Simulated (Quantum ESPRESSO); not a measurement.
# 1T-CaF2, 1 layer: solver and mixing choices, part 2 of 3

Which eigensolver and mixing suits 1T-CaF2, 1 layer? The physics should not care; the clock does.

Quantum ESPRESSO 7.5; plane-wave DFT, PBE, SPMS norm-conserving pseudopotentials.

So far. Step 2 (Self-consistent run: david, local-TF mixing, beta 0.4 …): Inside the slab this potential holds the local part of the pseudopotentials, which can be repulsive at the nuclei; only its value in the vacuum has a meaning of its own. Step 3 (SCF with pw.x: david, plain mixing, beta 0.4, history 8): Counted from each run's own zero (the valence top), the vacuum level differs from the first run's by -2 meV.

## Step 4: Self-consistent run: david, plain mixing, beta 0.7, history 8

File c2.in:

```
&control
  prefix = 'c2'
  outdir = './out'
  pseudo_dir = './pseudo'
  calculation = 'scf'
  tprnfor = .true.
/
&system
  ibrav = 0
  nat = 3
  ntyp = 2
  ecutwfc = 60
  ecutrho = 240
  occupations = 'smearing'
  smearing = 'fd'
  degauss = 0.004
  assume_isolated = 'esm'
  esm_bc = 'bc1'
/
&electrons
  conv_thr = 1e-07
  mixing_beta = 0.7
  electron_maxstep = 80
  mixing_mode = 'plain'
  diagonalization = 'david'
  mixing_ndim = 8
/
ATOMIC_SPECIES
  F   18.9984  09_F_7_1.5_1.5_pbe_n_v1.0.upf
  Ca  40.0780  20_Ca_10_2.3_2.7_pbe_n_v1.0.upf
CELL_PARAMETERS angstrom
  3.58000000000000 0.00000000000000 0.00000000000000
  -1.79000000000000 3.10037094554829 0.00000000000000
  0.00000000000000 0.00000000000000 18.83794522950676
ATOMIC_POSITIONS crystal
  F   0.666666666667 0.333333333333 -0.048783060125
  Ca  0.000000000000 0.000000000000 0.000000000000
  F   0.333333333333 0.666666666667 0.048783060125
K_POINTS automatic
  12 12 1 0 0 0
```

On the command line:

```bash
OMP_NUM_THREADS=1 mpirun -n 4 pw.x -nk 4 -in c2.in > c2.out
```

The log of the run:

```text
[banner, memory and clock lines left out]
Program PWSCF v.7.5 starts
[...]
Message from routine setup:
[...]
number of electrons       =        24.00
     number of Kohn-Sham states=           16
     kinetic-energy cutoff     =      60.0000  Ry
     charge density cutoff     =     240.0000  Ry
[...]
number of k points=    19  Fermi-Dirac smearing, width (Ry)=  0.0040
[...]
Dense  grid:    88543 G-vectors     FFT dimensions: (  36,  36, 180)
[...]
negative rho (up, down):  4.139E-05 0.000E+00
     Starting wfcs are   13 randomized atomic wfcs +    3 random wfcs
[...]
negative rho (up, down):  5.266E-07 0.000E+00
[...]
estimated scf accuracy    <       0.44605826 Ry
[...]
estimated scf accuracy    <       0.23560204 Ry
[...]
estimated scf accuracy    <       0.01291159 Ry
[...]
estimated scf accuracy    <       0.00460874 Ry
[...]
estimated scf accuracy    <       0.00054656 Ry
[...]
estimated scf accuracy    <       0.00022163 Ry
[...]
estimated scf accuracy    <       0.00000078 Ry
[...]
estimated scf accuracy    <       0.00001575 Ry
[...]
estimated scf accuracy    <       0.00007260 Ry
[...]
estimated scf accuracy    <       0.00000020 Ry
[...]
estimated scf accuracy    <       0.00000036 Ry
[...]
the Fermi energy is    -3.2277 ev
!    total energy              =    -176.58280322 Ry
     estimated scf accuracy    <       0.00000010 Ry
     smearing contrib. (-TS)   =      -0.00000000 Ry
     internal energy E=F+TS    =    -176.58280322 Ry
[...]
one-electron contribution =     258.13705093 Ry
     hartree contribution      =    -126.75768085 Ry
     xc contribution           =     -37.18529325 Ry
     ewald contribution        =    -270.77688006 Ry
     convergence has been achieved in  12 iterations
[...]
Total force =     0.016723     Total SCF correction =     0.000090
[...]
```

Run time: 33 s. Hardware: 4 MPI ranks of Arm Neoverse V2, shared host; peak memory 0.47 GiB; 2.2 min of CPU time.

Numbers from this step:

| Item | Value |
| --- | --- |
| valence top, on the run's zero | -8.744 eV |
| gap by band count | 7.118 eV |
| vacuum line at the lower end of the cell, over the valence top | 8.744 eV |
| vacuum line at the upper end of the cell, over the valence top | 8.744 eV |

The program's own clock; routines nest. Time by routine:

```tsv
routine	wall time (s)	calls
PWSCF	32.6	1
electrons	31.59	1
c_bands	28.57	12
cegterg	25.84	60
h_psi	21.3	869
vloc_psi	18.49	869
fftw	17.92	12756
sum_band	1.83	12
add_vuspsi	1.4	869
calbec	1.39	889
h_psi:calbec	1.33	869
v_of_rho	0.96	13
init_run	0.71	1
fft	0.38	140
```

Counted from each run's own zero (the valence top), the vacuum level differs from the first run's by -4 meV.

## Step 5: SCF with pw.x: david, TF mixing, beta 0.4, history 8

c3.in, as its differences from the input of step 4:

```diff
@@ -1,3 +1,3 @@
 &control
-  prefix = 'c2'
+  prefix = 'c3'
   outdir = './out'
@@ -21,5 +21,5 @@
   conv_thr = 1e-07
-  mixing_beta = 0.7
+  mixing_beta = 0.4
   electron_maxstep = 80
-  mixing_mode = 'plain'
+  mixing_mode = 'TF'
   diagonalization = 'david'
```

On the command line:

```bash
OMP_NUM_THREADS=1 mpirun -n 4 pw.x -nk 4 -in c3.in > c3.out
```

The log of the run:

```text
[banner, memory and clock lines left out]
Program PWSCF v.7.5 starts
[...]
Message from routine setup:
[...]
number of electrons       =        24.00
     number of Kohn-Sham states=           16
     kinetic-energy cutoff     =      60.0000  Ry
     charge density cutoff     =     240.0000  Ry
[...]
number of k points=    19  Fermi-Dirac smearing, width (Ry)=  0.0040
[...]
Dense  grid:    88543 G-vectors     FFT dimensions: (  36,  36, 180)
[...]
negative rho (up, down):  4.139E-05 0.000E+00
     Starting wfcs are   13 randomized atomic wfcs +    3 random wfcs
[...]
negative rho (up, down):  6.793E-06 0.000E+00
[...]
estimated scf accuracy    <       0.44605826 Ry
[...]
negative rho (up, down):  6.191E-08 0.000E+00
[...]
estimated scf accuracy    <       0.14308178 Ry
[...]
negative rho (up, down):  1.477E-08 0.000E+00
[...]
estimated scf accuracy    <       0.08523136 Ry
[...]
estimated scf accuracy    <       0.36547811 Ry
[...]
estimated scf accuracy    <       0.11723381 Ry
[...]
estimated scf accuracy    <       0.24617024 Ry
[...]
negative rho (up, down):  1.802E-03 0.000E+00
[...]
estimated scf accuracy    <       0.35950349 Ry
[...]
negative rho (up, down):  2.933E-03 0.000E+00
[...]
estimated scf accuracy    <       0.33349433 Ry
[...]
negative rho (up, down):  7.010E-03 0.000E+00
[...]
estimated scf accuracy    <       0.13663160 Ry
[...]
negative rho (up, down):  1.110E-02 0.000E+00
[...]
estimated scf accuracy    <       0.04710540 Ry
[...]
negative rho (up, down):  1.024E-02 0.000E+00
[...]
estimated scf accuracy    <       0.00881270 Ry
[...]
negative rho (up, down):  1.790E-02 0.000E+00
[...]
estimated scf accuracy    <       0.03681442 Ry
[...]
negative rho (up, down):  1.902E-02 0.000E+00
[...]
estimated scf accuracy    <       0.00753446 Ry
[...]
negative rho (up, down):  1.857E-02 0.000E+00
[...]
estimated scf accuracy    <       0.00101076 Ry
[...]
negative rho (up, down):  1.823E-02 0.000E+00
[...]
estimated scf accuracy    <       0.01674080 Ry
[...]
negative rho (up, down):  1.687E-02 0.000E+00
[...]
estimated scf accuracy    <       0.01533455 Ry
[...]
negative rho (up, down):  1.893E-02 0.000E+00
[...]
estimated scf accuracy    <       0.00049164 Ry
[...]
negative rho (up, down):  1.726E-02 0.000E+00
[...]
estimated scf accuracy    <       0.00294699 Ry
[...]
negative rho (up, down):  1.202E-02 0.000E+00
[...]
estimated scf accuracy    <       0.01102043 Ry
[...]
negative rho (up, down):  9.626E-03 0.000E+00
[...]
estimated scf accuracy    <       0.00701031 Ry
[...]
negative rho (up, down):  5.295E-03 0.000E+00
[...]
estimated scf accuracy    <       0.00387741 Ry
[...]
negative rho (up, down):  3.476E-03 0.000E+00
[...]
estimated scf accuracy    <       0.00018826 Ry
[...]
negative rho (up, down):  1.721E-03 0.000E+00
[...]
estimated scf accuracy    <       0.00007841 Ry
[...]
negative rho (up, down):  1.108E-03 0.000E+00
[...]
estimated scf accuracy    <       0.00008539 Ry
[...]
negative rho (up, down):  7.310E-04 0.000E+00
[...]
estimated scf accuracy    <       0.00000671 Ry
[...]
negative rho (up, down):  3.591E-04 0.000E+00
[...]
estimated scf accuracy    <       0.00000514 Ry
[...]
negative rho (up, down):  2.110E-04 0.000E+00
[...]
estimated scf accuracy    <       0.00000369 Ry
[...]
negative rho (up, down):  5.742E-05 0.000E+00
[...]
estimated scf accuracy    <       0.00000032 Ry
[...]
negative rho (up, down):  1.682E-06 0.000E+00
[...]
estimated scf accuracy    <       0.00000031 Ry
[...]
the Fermi energy is    -3.2300 ev
!    total energy              =    -176.58280327 Ry
     estimated scf accuracy    <       0.00000002 Ry
     smearing contrib. (-TS)   =      -0.00000000 Ry
     internal energy E=F+TS    =    -176.58280327 Ry
[...]
one-electron contribution =     258.13400730 Ry
     hartree contribution      =    -126.75379248 Ry
     xc contribution           =     -37.18613802 Ry
     ewald contribution        =    -270.77688006 Ry
     convergence has been achieved in  30 iterations
[...]
Total force =     0.016836     Total SCF correction =     0.000129
[...]
```

The job ended after 61 s (4 MPI ranks; peak memory 0.47 GiB).

Read from the output:

| Quantity | Value |
| --- | --- |
| Fermi energy | -3.23 eV |
| valence top, on the run's zero | -8.747 eV |
| conduction bottom, on the run's zero | -1.628 eV |
| gap by band count | 7.119 eV |
| vacuum line at the lower end of the cell, over the valence top | 8.747 eV |
| vacuum line at the upper end of the cell, over the valence top | 8.747 eV |

The program's own clock; routines nest. Time by routine:

```tsv
routine	wall time (s)	calls
PWSCF	60.35	1
electrons	59.36	1
c_bands	51.67	30
cegterg	44.62	150
h_psi	36.93	1698
vloc_psi	31.97	1698
fftw	31.91	22756
sum_band	4.62	30
add_vuspsi	2.49	1698
calbec	2.39	1718
h_psi:calbec	2.34	1698
v_of_rho	2.28	31
fft	0.83	320
init_us_2	0.77	310
```

Counted from each run's own zero (the valence top), the vacuum level differs from the first run's by -1 meV.

## Step 6: Self-consistent run: david, local-TF mixing, beta 0.7, history 8

c4.in, as its differences from the input of step 5:

```diff
@@ -1,3 +1,3 @@
 &control
-  prefix = 'c3'
+  prefix = 'c4'
   outdir = './out'
@@ -21,5 +21,5 @@
   conv_thr = 1e-07
-  mixing_beta = 0.4
+  mixing_beta = 0.7
   electron_maxstep = 80
-  mixing_mode = 'TF'
+  mixing_mode = 'local-TF'
   diagonalization = 'david'
```

On the command line:

```bash
OMP_NUM_THREADS=1 mpirun -n 4 pw.x -nk 4 -in c4.in > c4.out
```

The log of the run:

```text
[banner, memory and clock lines left out]
Program PWSCF v.7.5 starts
[...]
Message from routine setup:
[...]
number of electrons       =        24.00
     number of Kohn-Sham states=           16
     kinetic-energy cutoff     =      60.0000  Ry
     charge density cutoff     =     240.0000  Ry
[...]
number of k points=    19  Fermi-Dirac smearing, width (Ry)=  0.0040
[...]
Dense  grid:    88543 G-vectors     FFT dimensions: (  36,  36, 180)
[...]
negative rho (up, down):  4.139E-05 0.000E+00
     Starting wfcs are   13 randomized atomic wfcs +    3 random wfcs
[...]
estimated scf accuracy    <       0.44605826 Ry
[...]
estimated scf accuracy    <       0.10017046 Ry
[...]
estimated scf accuracy    <       0.06669240 Ry
[...]
estimated scf accuracy    <       0.13374625 Ry
[...]
estimated scf accuracy    <       0.05563994 Ry
[...]
estimated scf accuracy    <       0.17446123 Ry
[...]
negative rho (up, down):  7.325E-03 0.000E+00
[...]
estimated scf accuracy    <       0.03684279 Ry
[...]
negative rho (up, down):  1.406E-02 0.000E+00
[...]
estimated scf accuracy    <       0.07295903 Ry
[...]
negative rho (up, down):  4.264E-03 0.000E+00
[...]
estimated scf accuracy    <       0.04858023 Ry
[...]
negative rho (up, down):  1.324E-03 0.000E+00
[...]
estimated scf accuracy    <       0.00030405 Ry
[...]
negative rho (up, down):  7.078E-04 0.000E+00
[...]
estimated scf accuracy    <       0.00371900 Ry
[...]
negative rho (up, down):  1.175E-04 0.000E+00
[...]
estimated scf accuracy    <       0.00012750 Ry
[...]
negative rho (up, down):  3.550E-05 0.000E+00
[...]
estimated scf accuracy    <       0.00002195 Ry
[...]
estimated scf accuracy    <       0.00003210 Ry
[...]
negative rho (up, down):  1.102E-06 0.000E+00
[...]
estimated scf accuracy    <       0.00001249 Ry
[...]
negative rho (up, down):  1.384E-05 0.000E+00
[...]
estimated scf accuracy    <       0.00000586 Ry
[...]
negative rho (up, down):  2.096E-06 0.000E+00
[...]
estimated scf accuracy    <       0.00000303 Ry
[...]
estimated scf accuracy    <       0.00000027 Ry
[...]
the Fermi energy is    -3.2268 ev
!    total energy              =    -176.58280328 Ry
     estimated scf accuracy    <       0.00000001 Ry
     smearing contrib. (-TS)   =      -0.00000000 Ry
     internal energy E=F+TS    =    -176.58280328 Ry
[...]
one-electron contribution =     258.13530883 Ry
     hartree contribution      =    -126.75532587 Ry
     xc contribution           =     -37.18590618 Ry
     ewald contribution        =    -270.77688006 Ry
     convergence has been achieved in  19 iterations
[...]
Total force =     0.016804     Total SCF correction =     0.000182
[...]
```

Wall time 47 s (4 MPI ranks); peak memory 0.48 GiB.

Read from the output:

```
Fermi energy                                                   : -3.227 eV
valence top, on the run's zero                                 : -8.745 eV
conduction bottom, on the run's zero                           : -1.626 eV
gap by band count                                              : 7.118 eV
vacuum line at the lower end of the cell, over the valence top : 8.745 eV
vacuum line at the upper end of the cell, over the valence top : 8.745 eV
```

The program's own clock; routines nest. Time by routine:

```tsv
routine	wall time (s)	calls
PWSCF	46.16	1
electrons	45.18	1
c_bands	31.42	19
cegterg	26.69	95
h_psi	22.29	988
fftw	19.37	13844
vloc_psi	19.32	988
mix_rho	9.12	19
ffts	5.15	2063
sum_band	2.92	19
v_of_rho	1.52	20
add_vuspsi	1.48	988
calbec	1.46	1008
h_psi:calbec	1.4	988
```

Counted from each run's own zero (the valence top), the vacuum level differs from the first run's by -3 meV.

## Step 7: Ground state: david, local-TF mixing, beta 0.2, history 8

c5.in, as its differences from the input of step 6:

```diff
@@ -1,3 +1,3 @@
 &control
-  prefix = 'c4'
+  prefix = 'c5'
   outdir = './out'
@@ -21,3 +21,3 @@
   conv_thr = 1e-07
-  mixing_beta = 0.7
+  mixing_beta = 0.2
   electron_maxstep = 80
```

On the command line:

```bash
OMP_NUM_THREADS=1 mpirun -n 4 pw.x -nk 4 -in c5.in > c5.out
```

The log of the run:

```text
[banner, memory and clock lines left out]
Program PWSCF v.7.5 starts
[...]
Message from routine setup:
[...]
number of electrons       =        24.00
     number of Kohn-Sham states=           16
     kinetic-energy cutoff     =      60.0000  Ry
     charge density cutoff     =     240.0000  Ry
[...]
number of k points=    19  Fermi-Dirac smearing, width (Ry)=  0.0040
[...]
Dense  grid:    88543 G-vectors     FFT dimensions: (  36,  36, 180)
[...]
negative rho (up, down):  4.139E-05 0.000E+00
     Starting wfcs are   13 randomized atomic wfcs +    3 random wfcs
[...]
estimated scf accuracy    <       0.44605826 Ry
[...]
estimated scf accuracy    <       0.32340236 Ry
[...]
estimated scf accuracy    <       0.09836820 Ry
[...]
negative rho (up, down):  4.667E-04 0.000E+00
[...]
estimated scf accuracy    <       0.06171919 Ry
[...]
negative rho (up, down):  1.274E-07 0.000E+00
[...]
estimated scf accuracy    <       1.14273278 Ry
[...]
estimated scf accuracy    <       1.01334684 Ry
[...]
negative rho (up, down):  9.165E-07 0.000E+00
[...]
estimated scf accuracy    <       0.72509894 Ry
[...]
negative rho (up, down):  2.496E-03 0.000E+00
[...]
estimated scf accuracy    <       0.68639485 Ry
[...]
negative rho (up, down):  5.408E-03 0.000E+00
[...]
estimated scf accuracy    <       0.10881144 Ry
[...]
negative rho (up, down):  1.795E-02 0.000E+00
[...]
estimated scf accuracy    <       0.59675287 Ry
[...]
negative rho (up, down):  1.650E-02 0.000E+00
[...]
estimated scf accuracy    <       0.34372186 Ry
[...]
negative rho (up, down):  1.708E-02 0.000E+00
[...]
estimated scf accuracy    <       0.10705664 Ry
[...]
negative rho (up, down):  1.167E-02 0.000E+00
[...]
estimated scf accuracy    <       0.12507948 Ry
[...]
negative rho (up, down):  1.160E-02 0.000E+00
[...]
estimated scf accuracy    <       0.56270370 Ry
[...]
negative rho (up, down):  8.644E-03 0.000E+00
[...]
estimated scf accuracy    <       0.54232415 Ry
[...]
negative rho (up, down):  9.094E-03 0.000E+00
[...]
estimated scf accuracy    <       0.20289462 Ry
[...]
negative rho (up, down):  5.984E-03 0.000E+00
[...]
estimated scf accuracy    <       0.00809835 Ry
[...]
negative rho (up, down):  1.933E-03 0.000E+00
[...]
estimated scf accuracy    <       0.00864061 Ry
[...]
negative rho (up, down):  1.645E-03 0.000E+00
[...]
estimated scf accuracy    <       0.00021202 Ry
[...]
negative rho (up, down):  3.861E-04 0.000E+00
[...]
estimated scf accuracy    <       0.00412978 Ry
[...]
negative rho (up, down):  2.346E-04 0.000E+00
[...]
estimated scf accuracy    <       0.00036395 Ry
[...]
negative rho (up, down):  6.530E-05 0.000E+00
[...]
estimated scf accuracy    <       0.00025616 Ry
[...]
negative rho (up, down):  3.153E-04 0.000E+00
[...]
estimated scf accuracy    <       0.00021374 Ry
[...]
negative rho (up, down):  1.560E-04 0.000E+00
[...]
estimated scf accuracy    <       0.00016396 Ry
[...]
negative rho (up, down):  2.510E-04 0.000E+00
[...]
estimated scf accuracy    <       0.00009692 Ry
[...]
negative rho (up, down):  1.388E-05 0.000E+00
[...]
estimated scf accuracy    <       0.00002418 Ry
[...]
negative rho (up, down):  3.647E-06 0.000E+00
[...]
estimated scf accuracy    <       0.00003025 Ry
[...]
negative rho (up, down):  1.705E-06 0.000E+00
[...]
estimated scf accuracy    <       0.00002503 Ry
[...]
negative rho (up, down):  1.007E-06 0.000E+00
[...]
estimated scf accuracy    <       0.00002955 Ry
[...]
negative rho (up, down):  4.112E-06 0.000E+00
[...]
estimated scf accuracy    <       0.00002293 Ry
[...]
negative rho (up, down):  6.721E-06 0.000E+00
[...]
estimated scf accuracy    <       0.00001218 Ry
[...]
negative rho (up, down):  4.488E-05 0.000E+00
[...]
estimated scf accuracy    <       0.00003146 Ry
[...]
negative rho (up, down):  4.833E-05 0.000E+00
[...]
estimated scf accuracy    <       0.00001872 Ry
[...]
negative rho (up, down):  4.500E-05 0.000E+00
[...]
estimated scf accuracy    <       0.00000209 Ry
[...]
negative rho (up, down):  4.279E-05 0.000E+00
[...]
estimated scf accuracy    <       0.00000050 Ry
[...]
negative rho (up, down):  2.984E-05 0.000E+00
[...]
estimated scf accuracy    <       0.00000042 Ry
[...]
the Fermi energy is    -3.2251 ev
!    total energy              =    -176.58280326 Ry
     estimated scf accuracy    <       0.00000008 Ry
     smearing contrib. (-TS)   =      -0.00000000 Ry
     internal energy E=F+TS    =    -176.58280326 Ry
[...]
one-electron contribution =     258.13658162 Ry
     hartree contribution      =    -126.75678378 Ry
     xc contribution           =     -37.18572105 Ry
     ewald contribution        =    -270.77688006 Ry
     convergence has been achieved in  37 iterations
[...]
Total force =     0.016815     Total SCF correction =     0.001303
[...]
```

Run time: 78 s. Hardware: 4 MPI ranks; peak memory 0.52 GiB.

Read from the output:

```
Fermi energy                                                   : -3.225 eV
valence top, on the run's zero                                 : -8.743 eV
conduction bottom, on the run's zero                           : -1.624 eV
gap by band count                                              : 7.120 eV
vacuum line at the lower end of the cell, over the valence top : 8.743 eV
vacuum line at the upper end of the cell, over the valence top : 8.743 eV
```

The program's own clock; routines nest. Time by routine:

```tsv
routine	wall time (s)	calls
PWSCF	77.13	1
electrons	76.14	1
c_bands	48.08	37
cegterg	41.35	186
h_psi	34.95	1385
fftw	31.38	22294
vloc_psi	30.45	1385
mix_rho	18.99	37
ffts	10.7	4277
sum_band	5.71	37
v_of_rho	2.86	38
add_vuspsi	2.25	1385
calbec	2.17	1405
h_psi:calbec	2.12	1385
```

Counted from each run's own zero (the valence top), the vacuum level differs from the first run's by -4 meV.

(Part 2 of 3 ends here.)

[Logs are printed without paths, hosts, clocks, repeated set-up lines and the standing remarks that a program may print on its own settings, such as how far it seeks lower states.]

[Hosts, paths, dates, database ids (printed as entryN), source tags and the programs' standing remarks are cut or masked in the printed files.]

[Maps of the electrostatic potential energy from Ansatz leave out the sawtooth potential of an applied field or a dipole correction, so their vacuum need not be flat; planar profiles and work functions include it.]
